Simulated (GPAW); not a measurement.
Consider LaS (Fm-3m).

```cif
data_structure
_symmetry_space_group_name_H-M 'P 1'
_symmetry_Int_Tables_number 1
_cell_length_a 4.1394
_cell_length_b 4.1394
_cell_length_c 4.1394
_cell_angle_alpha 60.000
_cell_angle_beta 60.000
_cell_angle_gamma 60.000
_cell_volume 50.15
loop_
_atom_site_label
_atom_site_type_symbol
_atom_site_fract_x
_atom_site_fract_y
_atom_site_fract_z
_atom_site_occupancy
La1 La 0.00000 0.00000 0.00000 1
S2 S 0.50000 0.50000 0.50000 1
```

Absorber: atom 2, with 6 La at 2.93 Å (octahedral, site symmetry m-3m). Method: GPAW, LDA, excited-electron core hole (neutral cell), 12-atom cell with 7.2 Å between holes, 4×4×3 k points, dipole transitions, Gaussian full width 0.9 eV up to 4 eV, rising linearly to 3.5 eV at 25 eV, without spin-orbit coupling.

Where do the maxima of the S K edge fall?

Main maxima up to 24 eV above the zero (height): 2.5 eV (2.65), 6.3 eV (1.77) and 16.1 eV (0.88). A K edge sees empty p states on the absorber. The total-energy difference is 2474.26 eV. One term is added: -16.82 eV, since the hole is spin-paired here and a spin-polarised one costs that much less in the free atom (computed apart). The photon energy is then 2457.44 eV. The functional leaves an error in such absolute values: in the free atom LDA prices this hole 9.1 eV below PBE (computed apart), and PBE is itself good to a few eV.

The S K spectrum (energy from the lowest empty level; intensity scaled to a mean of 1 over the first 20 eV):

| E (eV) | intensity |
| --- | --- |
| -2.0 | 0.00 |
| -1.5 | 0.00 |
| -1.0 | 0.00 |
| -0.5 | 0.04 |
| 0.0 | 0.23 |
| 0.5 | 0.46 |
| 1.0 | 0.58 |
| 1.5 | 0.89 |
| 2.0 | 1.85 |
| 2.5 | 2.65 |
| 3.0 | 2.06 |
| 3.5 | 1.48 |
| 4.0 | 1.22 |
| 4.5 | 0.95 |
| 5.0 | 0.94 |
| 5.5 | 1.26 |
| 6.0 | 1.69 |
| 6.5 | 1.71 |
| 7.0 | 1.42 |
| 7.5 | 1.20 |
| 8.0 | 0.98 |
| 8.5 | 0.79 |
| 9.0 | 0.70 |
| 9.5 | 0.65 |
| 10.0 | 0.60 |
| 10.5 | 0.58 |
| 11.0 | 0.65 |
| 11.5 | 0.75 |
| 12.0 | 0.82 |
| 12.5 | 0.83 |
| 13.0 | 0.82 |
| 13.5 | 0.80 |
| 14.0 | 0.79 |
| 14.5 | 0.79 |
| 15.0 | 0.82 |
| 15.5 | 0.86 |
| 16.0 | 0.88 |
| 16.5 | 0.87 |
| 17.0 | 0.85 |
| 17.5 | 0.83 |
| 18.0 | 0.81 |
| 18.5 | 0.82 |
| 19.0 | 0.83 |
| 19.5 | 0.86 |
| 20.0 | 0.90 |
| 20.5 | 0.93 |
| 21.0 | 0.98 |
| 21.5 | 1.03 |
| 22.0 | 1.10 |
| 22.5 | 1.19 |
| 23.0 | 1.28 |
| 23.5 | 1.36 |
| 24.0 | 1.41 |
| 24.5 | 1.42 |
| 25.0 | 1.39 |
| 25.5 | 1.32 |
| 26.0 | 1.22 |
| 26.5 | 1.11 |
| 27.0 | 1.01 |
| 27.5 | 0.92 |
| 28.0 | 0.86 |

The primitive cell holds an odd number of electrons, so a spin-paired run has to come out metallic; that is right for a metal, but some such compounds are magnetic or distorted insulators. The mesh is coarse (0.31 Å⁻¹ between points), so small maxima may be mesh ripples. The structure is a published determination, not relaxed.

[Banner, clock and machine lines of the logs are left out without a mark of their own.]

[Logs are printed without paths, hosts, clocks, repeated set-up lines and the standing remarks that a program may print on its own settings, such as how far it seeks lower states.]

[Hosts, paths, dates, database ids (printed as entryN), source tags and the programs' standing remarks are cut or masked in the printed files.]

[Lists of maxima count a maximum above −3 eV only where it reaches 4 % of the highest in the window and stands out from its surroundings by 2 % of it (1.5 % where it reaches 55 %); shoulders and weaker maxima are passed over, and of the rest the first, up to two pre-edge ones and the few strongest are named.]
